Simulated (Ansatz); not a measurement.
# How SrHF (model structure) absorbs and reflects light, part 3 of 3

Aim: the dielectric function of SrHF (model structure), and the optical constants that follow from it. The structure is a model built here, which may or may not match a known phase. It was built so: All Ca replaced by Sr and Cl replaced by F in the P4/nmm structure of CaHCl.

Ansatz 0.2.0; DFT, PBE, plane-wave PAW, default files, scalar-relativistic, independent-particle optical response without local fields.

So far, electronic dielectric constant ε∞, mean over x, y and z (by symmetry where fewer were run): step 4 (spectrum) 3.18.

**5. Static response with local fields**

A static field by perturbation theory: the induced potential is included, and the Born charges come with it.

This step: DFT, PBE, plane-wave PAW, default files, scalar-relativistic, static field response by perturbation theory with local fields (Ansatz 0.2.0).

Input file input.yaml:

```yaml
crystal:
  lattice:
    - [3.7246489044, 0.0, 0.0]
    - [0.0, 3.7246489044, 0.0]
    - [0.0, 0.0, 6.3659313743]
  atoms:
    - { symbol: Sr, position: [0.5, 0.0, 0.7613378125] }
    - { symbol: Sr, position: [0.0, 0.5, 0.2386621875] }
    - { symbol: F, position: [0.5, 0.0, 0.3662222913] }
    - { symbol: F, position: [0.0, 0.5, 0.6337777087] }
    - { symbol: H, position: [0.5, 0.5, 0.0] }
    - { symbol: H, position: [0.0, 0.0, 0.0] }
kpoints:
  mp_grid: { grid: [6, 6, 4] }
scf:
  occupations: { method: fixed }
hamiltonian:
  xc: pbe
  pseudopotentials: { kind: paw }
dielectric: {}
```

Launch:

```bash
$ ansatz run input.yaml --threads 2 --pin off --max-ram 5120MiB --backend cpu --events-out ev --progress --plain --runs-dir out
```

Numbers of over 12 decimals in the logs are rounded to 6 here.

What it wrote:

```text
[...]
Crystal: 6 atoms, lattice volume = 88.315 Å³
Basis set: ecut = 420 eV, 1733 PW (Γ), exchange–correlation on 60×60×90 points (8 copies of the dense FFT grid, shifted against one another)
Bands: 24, of which v1, the nominal top of the filled ones, is band 18 counted from 1 (17 counted from 0)
Symmetry: 16 space group operations
k-points: 56 of 144 (irreducible under 2 space group operations, time reversal used)
[...]
SCF iter   1: F=—  HF=-8744.359378 eV  |F-HF|=—  |Δ(HF+E_count)|=         —  Δρ=1.69e-3  dr2=3.49e-3  ethr=1.77e-3  ⟨swp⟩=6.0  Hψ=6098  notcnv=0  defer=189
[...]
SCF iter   8: F=-8744.361281 eV  HF=-8744.361281 eV  |F-HF|=6.55e-11  |Δ(HF+E_count)|=   2.17e-9  Δρ=3.15e-7  dr2=3.73e-11  ethr=1.00e-12  ⟨swp⟩=10.9  Hψ=8279  notcnv=0
SCF 1 converged in 8 iterations: F = -8744.361281 eV  dr2 = 3.73e-11
[...]
DFPT response loops at Γ: preconditioner auto → Resta (q_TF=auto, 2.349 Å⁻¹)  ε∞=4.4 (no band partly filled); β = 1.00, the filter's whole step (`scf.mixing.beta` (0.50) is not read by the response loops at its default; to damp them type it under 1.00, their step now; it binds the ground state too); Broyden in place of MSR1
── the response to a field inside a basis, on 6×6×4 k-points: an SCF that follows is theirs, and a resumed run solves both again ──
Bands: 19, of which v1, the nominal top of the filled ones, is band 18 counted from 1 (17 counted from 0)
k-points: 12 of 144
[...]
Eigensolver: Dense (12 Hₖ)
SCF iter   1: F=—  HF=-8744.356156 eV  |F-HF|=—  |Δ(HF+E_count)|=         —  Δρ=3.86e-4  dr2=2.94e-5  ethr=1.00e-1
[...]
SCF iter   4: F=-8744.356157 eV  HF=-8744.356157 eV  |F-HF|=1.60e-8  |Δ(HF+E_count)|=   3.97e-7  Δρ=8.26e-6  dr2=3.30e-8  ethr=6.07e-9
SCF 1 converged in 4 iterations: F = -8744.356157 eV  dr2 = 3.30e-8
[...]
SCF converged after 8 iterations
Free energy (F): -8744.361281 eV
[...]
Internal energy: -8744.361281 eV  (E = F + TS)
E sigma→0 (E₀):  -8744.361281 eV
Fermi energy:    6.058237 eV
[...]
--- Band table (eV; the first three rows and the last of 56) ---
  k-point 0: bands = [... 14 lower, 2.4129, 2.4129, 3.4009, 5.9950, 9.9951, 10.4426, 10.9931, 12.0615, ... 2 higher]
  k-point 1: bands = [... 14 lower, 2.4146, 2.4146, 3.8659, 6.0257, 9.5583, 10.0643, 11.5320, 12.2042, ... 2 higher]
  k-point 2: bands = [... 14 lower, 2.4166, 2.4166, 4.2336, 6.0582, 9.2176, 9.7892, 12.2203, 12.3849, ... 2 higher]
  k-point 55: bands = [... 14 lower, 2.3639, 2.3639, 5.1042, 5.1042, 10.7825, 10.7825, 12.3491, 12.3491, ... 2 higher]
--- Dielectric response (ions clamped): 3 representative field directions + reference, inside a basis on a mesh of 144 k-points (Σ response iterations 15) ---
  ε∞ (high-frequency dielectric tensor):
        3.026098     0.000000     0.000000
        0.000000     3.026098     0.000000
        0.000000     0.000000     2.968977
  Born effective charges Z* (e; rows j = field, columns β = displacement):
    site 0:
         2.11686    0.00000    0.00000
         0.00000    2.11686   -0.00000
        -0.00000   -0.00000    2.29717
    site 1:
         2.11686    0.00000   -0.00000
         0.00000    2.11686    0.00000
         0.00000    0.00000    2.29717
    site 2:
        -1.24235   -0.00000    0.00000
        -0.00000   -1.24235   -0.00000
        -0.00000    0.00000   -1.50013
    site 3:
        -1.24235   -0.00000   -0.00000
        -0.00000   -1.24235    0.00000
         0.00000   -0.00000   -1.50013
    site 4:
        -0.87451    0.00000    0.00000
         0.00000   -0.87451    0.00000
         0.00000   -0.00000   -0.79704
    site 5:
        -0.87451    0.00000   -0.00000
         0.00000   -0.87451   -0.00000
        -0.00000    0.00000   -0.79704
  Z* charge neutrality: 1.863e-3 e pre-enforcement
  solved inside a basis spanned on kpoints, on 6×6×4 k-points, its susceptibility summed on 10×10×6: ε∞ is read to err by 7.0e-3, Z* by 1.1e-2 e (field_mesh: kpoints solves on kpoints); Z* is corrected for what the basis lacks
```

Run time: 39 s. Hardware: 2 threads of Arm Neoverse V1, shared host; peak memory 0.7 GiB.

Numbers from this step:

- electronic dielectric constant ε∞, mean over x, y and z (by symmetry where fewer were run): 3.007

ε∞ with local fields:

```
3.03 0.00 0.00
0.00 3.03 0.00
0.00 0.00 2.97
```

Diagonal elements. Born, by row:

```
atom  Z*xx (e)  Z*yy (e)  Z*zz (e)
 Sr1     2.117     2.117     2.297
 Sr2     2.117     2.117     2.297
  F3    -1.242    -1.242      -1.5
  F4    -1.242    -1.242      -1.5
  H5    -0.875    -0.875    -0.797
  H6    -0.875    -0.875    -0.797
```

Mean Born charges are Sr +2.18, F -1.33 and H -0.85, against formal valences of +2, -1 and -1. The largest lies a little above its ionic value.

**6. Summary of results**

```json
{"gap on the path": "3.16 eV", "least direct gap on the path": "3.16 eV", "electronic dielectric constant ε∞, mean over x, y and z (by symmetry where fewer were run) (independent particles)": "3.18", "absorption onset, first axis (α over 10⁴ cm⁻¹, or the direct gap if that lies higher)": "4.56 eV", "main peak of Im epsilon, first axis": "5.58 eV", "photocurrent from vertical transitions in a film 500 nm thick on a perfect mirror (two passes), AM1.5G, no front reflection, all carriers collected": "0.113 mA/cm²", "electronic dielectric constant ε∞, mean over x, y and z (by symmetry where fewer were run) (static response with local fields)": "3.01"}
```

What this shows: At this level (PBE, independent particles) SrHF has a mean ε∞ = 3.18 (3.01 with local fields) and n = 1.78 at 1550 nm (E ∥ x); absorption sets in near 4.6 eV, and Im ε peaks at 5.6 eV (E ∥ x). The cell grew by 9.9 % in volume. The gap on the path is direct, 3.16 eV. The absorption coefficient passes 10⁴ cm⁻¹ only at 4.56 eV, 1.40 eV above the least direct gap: the lowest transitions are weak or forbidden for this polarisation, or few states take part. Distinct maxima of Im ε, read by a parabola through the highest points, lie at 5.58 eV (4.9), 6.16 eV (4.0), 10.00 eV (3.6) and 23.80 eV (3.5) for E ∥ x or y. The static values by axis are 3.13 (xy), 3.26 (z). The f-sum over the summed bands holds 27.7 of the cell's 36 electrons outside the frozen cores, 20 of which lie in bands more than 12 eV below the Fermi level, whose transitions come at higher energies. Up to 25 eV the strength has a mean oscillator energy of 12.4 eV, well above the main peak, so higher transitions carry much of it. A film 1 µm thick would pass 84 % of daylight and look colourless in transmission (x = 0.314, y = 0.330). In the base spectrum excitons and phonon-assisted transitions are missing, and so are local fields; PBE gaps are as a rule too small, which pulls the onset down and ε∞ up. In the base run ε includes the program's bounded estimate of what the bands above those summed add.

[Logs are printed without paths, hosts, clocks, repeated set-up lines and the standing remarks that a program may print on its own settings, such as how far it seeks lower states.]

[Hosts, paths, dates, database ids (printed as entryN), source tags and the programs' standing remarks are cut or masked in the printed files.]
